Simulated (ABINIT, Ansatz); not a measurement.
# Converging GW for MgO2 (R-3m) in ABINIT

Aim: raise bands and screening cutoff together for MgO2 (R-3m) and follow gap and time.

Calculated with ABINIT 10.8.3; LDA and many-body steps on it, plane waves.

Most raw output is cut from this account.

### 1. The starting structure

The structure is trigonal, space group R-3m (No. 166). The conventional cell has a = 3.210 Å, b = 3.210 Å, c = 10.482 Å, α = 90.00°, β = 90.00°, γ = 120.00°. Nearest to Mg lie 6 O at 2.11 Å. O has 1 O at 1.49 Å and 3 Mg at 2.11 Å nearest. Farther neighbours and most contacts between anions are not listed.

The cell and positions are those that the Materials Project relaxed with its own functionals (PBE, PBE+U or r2SCAN), kept fixed.

### 2. Empty states on the mesh, 4×4×4 mesh, 112 bands

This step: ABINIT 10.8.3; DFT, LDA, plane waves, norm-conserving pseudopotentials.

The sums over transitions need many empty states on a uniform mesh; this step solves for them.

run.abi

```
acell 3*1.0 Angstrom
rprim 
  1.604761016024 0.926509204586 3.493978874900
  -1.604761016024 0.926509204586 3.493978874900
  0.000000000000 -1.853018409173 3.493978874900
ntypat 2
znucl 12 8
natom 3
typat 1 2 2
xred 
  0.000000000000 0.000000000000 0.000000000000
  0.428786000000 0.428786000000 0.428786000000
  0.571214000000 0.571214000000 0.571214000000
pp_dirpath "pseudos"
pseudos "Mg.upf, O.upf"
ecut 38
ngkpt 4 4 4
nshiftk 1
shiftk 0 0 0
kptopt 1
chksymbreak 0
irdden 1
istwfk *1
nband 112
prtvol 0
optdriver 6
gwr_task "HDIAGO"
paral_kgb 0
occopt 1
indata_prefix "in"
outdata_prefix "out"
tmpdata_prefix "tmp"
```

Started as:

```bash
> OMP_NUM_THREADS=1 mpirun -n 4 abinit run.abi > log
```

The job ended after 52 s (4 MPI ranks of Arm Neoverse V1, shared host; peak memory 1.4 GiB).

This step gave:

```
gap                                                           : 2.137 eV
k of the valence top                                          : 0.5, 0.5, 0.5
k of the conduction bottom                                    : 0.5, 0.5, 0.5
least direct gap                                              : 2.137 eV
k points computed                                             : 13
lowest point of the top converged band, above the valence top : 110.2798 eV
```

On this mesh the gap is 2.137 eV.

The density comes from a self-consistent run that is not shown.

### 3. Screening, 4×4×4 mesh, 22 bands, screening to 76.2 eV

The RPA dielectric matrix is built and inverted for each q.

This step: RPA screening on LDA, plane waves, norm-conserving pseudopotentials.

Changes to run.abi since step 2:

```diff
@@ -21,10 +21,11 @@
 chksymbreak 0
-irdden 1
 istwfk *1
-nband 112
-prtvol 0
-optdriver 6
-gwr_task "HDIAGO"
-paral_kgb 0
 occopt 1
+irdwfk 1
+optdriver 3
+nband 22
+ecuteps 2.8
+inclvkb 2
+awtr 1
+symchi 1
 indata_prefix "in"
```

Wall time 6.9 s (4 MPI ranks); peak memory 0.51 GiB; 27 s of CPU time.

This step gave:

```
ε∞ with local fields, on this mesh, along the program's q direction : 3.518
the same without local fields                                       : 3.757
plasma frequency                                                    : 31.20 eV
plane waves in the screening matrix                                 : 47
```

Local fields lower ε∞ by 6 %. On a Γ-centred mesh this coarse the value itself is usually too large, while a short band sum pulls it down.

### 4. 22 bands, 76.2 eV

The self-energy is evaluated for the states that the input lists, and the levels follow from it, in one-shot runs by the linearised quasiparticle equation.

This step: G0W0 on LDA, plane waves, norm-conserving pseudopotentials.

Changes to run.abi since step 3:

```diff
@@ -24,8 +24,17 @@
 irdwfk 1
-optdriver 3
+optdriver 4
 nband 22
+gwcalctyp 0
+ecutsigx 38
+symsigma 1
+nkptgw 2
+kptgw 
+  0.5000000000 0.5000000000 0.5000000000
+  0.0000000000 0.0000000000 0.0000000000
+bdgw 
+  10 13
+  10 13
 ecuteps 2.8
-inclvkb 2
-awtr 1
-symchi 1
+irdscr 1
+ppmodel 1
 indata_prefix "in"
```

Run time: 2.8 s. Hardware: 4 MPI ranks; peak memory 0.17 GiB; 11 s of CPU time.

Numbers from this step:

```
G0W0 gap on the points computed              : 5.112 eV
starting gap on the mesh                     : 2.137 eV
k of the valence top                         : 0.5, 0.5, 0.5
k of the conduction bottom                   : 0.5, 0.5, 0.5
Z at the valence top                         : 0.791
Z at the conduction bottom                   : 0.809
least direct G0W0 gap on the computed points : 5.112 eV
```

The gap on the mesh goes from 2.14 eV to 5.11 eV, a correction of +2.98 eV.

### 5. Screening, 4×4×4 mesh, 48 bands, screening to 141.5 eV

This step: RPA screening on LDA, plane waves, norm-conserving pseudopotentials.

Changes to run.abi since step 4:

```diff
@@ -24,17 +24,8 @@
 irdwfk 1
-optdriver 4
-nband 22
-gwcalctyp 0
-ecutsigx 38
-symsigma 1
-nkptgw 2
-kptgw 
-  0.5000000000 0.5000000000 0.5000000000
-  0.0000000000 0.0000000000 0.0000000000
-bdgw 
-  10 13
-  10 13
-ecuteps 2.8
-irdscr 1
-ppmodel 1
+optdriver 3
+nband 48
+ecuteps 5.2
+inclvkb 2
+awtr 1
+symchi 1
 indata_prefix "in"
```

Run time: 23 s. Hardware: 4 MPI ranks; peak memory 0.75 GiB; 93 s of CPU time.

This step gave:

```
ε∞ with local fields, on this mesh, along the program's q direction : 3.534
the same without local fields                                       : 3.877
plasma frequency                                                    : 31.20 eV
plane waves in the screening matrix                                 : 109
```

### 6. 48 bands, 141.5 eV

This step: G0W0 on LDA, plane waves, norm-conserving pseudopotentials.

Changes to run.abi since step 5:

```diff
@@ -24,8 +24,17 @@
 irdwfk 1
-optdriver 3
+optdriver 4
 nband 48
+gwcalctyp 0
+ecutsigx 38
+symsigma 1
+nkptgw 2
+kptgw 
+  0.5000000000 0.5000000000 0.5000000000
+  0.0000000000 0.0000000000 0.0000000000
+bdgw 
+  10 13
+  10 13
 ecuteps 5.2
-inclvkb 2
-awtr 1
-symchi 1
+irdscr 1
+ppmodel 1
 indata_prefix "in"
```

The job ended after 3.7 s (4 MPI ranks; peak memory 0.68 GiB).

This step gave:

* G0W0 gap on the points computed: 5.012 eV
* starting gap on the mesh: 2.137 eV
* k of the valence top: 0.5, 0.5, 0.5
* k of the conduction bottom: 0.5, 0.5, 0.5
* Z at the valence top: 0.793
* Z at the conduction bottom: 0.81
* least direct G0W0 gap on the computed points: 5.012 eV

Against G0W0 in ABINIT (4×4×4 mesh, 22 bands, screening to 76.2 eV, Godby-Needs plasmon pole), the gap moves by −0.100 eV.

### 7. Screening, 4×4×4 mesh, 104 bands, screening to 217.7 eV

This step: RPA screening on LDA, plane waves, norm-conserving pseudopotentials.

Changes to run.abi since step 6:

```diff
@@ -24,17 +24,8 @@
 irdwfk 1
-optdriver 4
-nband 48
-gwcalctyp 0
-ecutsigx 38
-symsigma 1
-nkptgw 2
-kptgw 
-  0.5000000000 0.5000000000 0.5000000000
-  0.0000000000 0.0000000000 0.0000000000
-bdgw 
-  10 13
-  10 13
-ecuteps 5.2
-irdscr 1
-ppmodel 1
+optdriver 3
+nband 104
+ecuteps 8
+inclvkb 2
+awtr 1
+symchi 1
 indata_prefix "in"
```

It took 67 s on 4 MPI ranks; peak memory 1.2 GiB; 4.5 min of CPU time.

Numbers from this step:

```yaml
eps_infinity_with_local_fields_on_this_mesh_along_the_program_s_q_direction: 3.496
the_same_without_local_fields: 3.896
plasma_frequency: 31.20 eV
plane_waves_in_the_screening_matrix: 219
```

### 8. 104 bands, 217.7 eV

This step: G0W0 on LDA, plane waves, norm-conserving pseudopotentials.

Changes to run.abi since step 7:

```diff
@@ -24,8 +24,17 @@
 irdwfk 1
-optdriver 3
+optdriver 4
 nband 104
+gwcalctyp 0
+ecutsigx 38
+symsigma 1
+nkptgw 2
+kptgw 
+  0.5000000000 0.5000000000 0.5000000000
+  0.0000000000 0.0000000000 0.0000000000
+bdgw 
+  10 13
+  10 13
 ecuteps 8
-inclvkb 2
-awtr 1
-symchi 1
+irdscr 1
+ppmodel 1
 indata_prefix "in"
```

Run time: 9.4 s. Hardware: 4 MPI ranks; peak memory 1.2 GiB.

This step gave:

```yaml
g0w0_gap_on_the_points_computed: 5.074 eV
starting_gap_on_the_mesh: 2.137 eV
k_of_the_valence_top: 0.5, 0.5, 0.5
k_of_the_conduction_bottom: 0.5, 0.5, 0.5
least_direct_g0w0_gap_on_the_computed_points: 5.074 eV
```

Against G0W0 in ABINIT (4×4×4 mesh, 48 bands, screening to 141.5 eV, Godby-Needs plasmon pole), the gap moves by +0.062 eV.

### 9. The runs together

Times are wall times on 4 MPI ranks of Arm Neoverse V1, shared host, good to a factor of about two. A run's time includes the screening step that it read.

```tsv
run	mesh	bands	screening cutoff (eV)	DFT gap (eV)	gap on the mesh (eV)	direct (eV)	ε∞ used	time
22 bands, 76.2 eV	4×4×4	22	76.2	2.137	5.112	5.112	3.52	9.7 s
48 bands, 141.5 eV	4×4×4	48	141.5	2.137	5.012	5.012	3.53	27 s
104 bands, 217.7 eV	4×4×4	104	217.7	2.137	5.074	5.074	3.50	77 s
```

### 10. Outcome

* 22 bands, 76.2 eV: 5.112 eV
* 48 bands, 141.5 eV: 5.012 eV
* 104 bands, 217.7 eV: 5.074 eV
* known limits: not at the basis limit; coarse k mesh

In words: From the first rung to the last the gap moves by −0.04 eV for 7.9 times the time. The gap turns back along the series, so no limit is drawn from it. In the G0W0 runs levels were corrected at 2 k points alone, so a gap called «on the mesh» is the least over those, and an edge elsewhere would be missed. The 4×4×4 mesh is coarse for this cell, which bears on the long-range parts of exchange and screening.

[Paths, hosts, dates, memory and timing lines, banners, echoed tables and standing remarks are left out of the program output.]

[Logs are printed without paths, hosts, clocks, repeated set-up lines and the standing remarks that a program may print on its own settings, such as how far it seeks lower states.]

[Runs of the session that timed out or met a known fault of the program may be left out.]

[Hosts, paths, dates, database ids (printed as entryN), source tags and the programs' standing remarks are cut or masked in the printed files.]

[G0W0 gaps are taken among the corrected bands and points alone; a level outside them can change the order at an edge.]

[Where Ansatz stands beside ABINIT at settings called matched, ABINIT's density can come from a denser mesh and the files from another edition; pairs whose starting gaps differed by over 0.03 eV were left out, so agreement reads better than it is.]
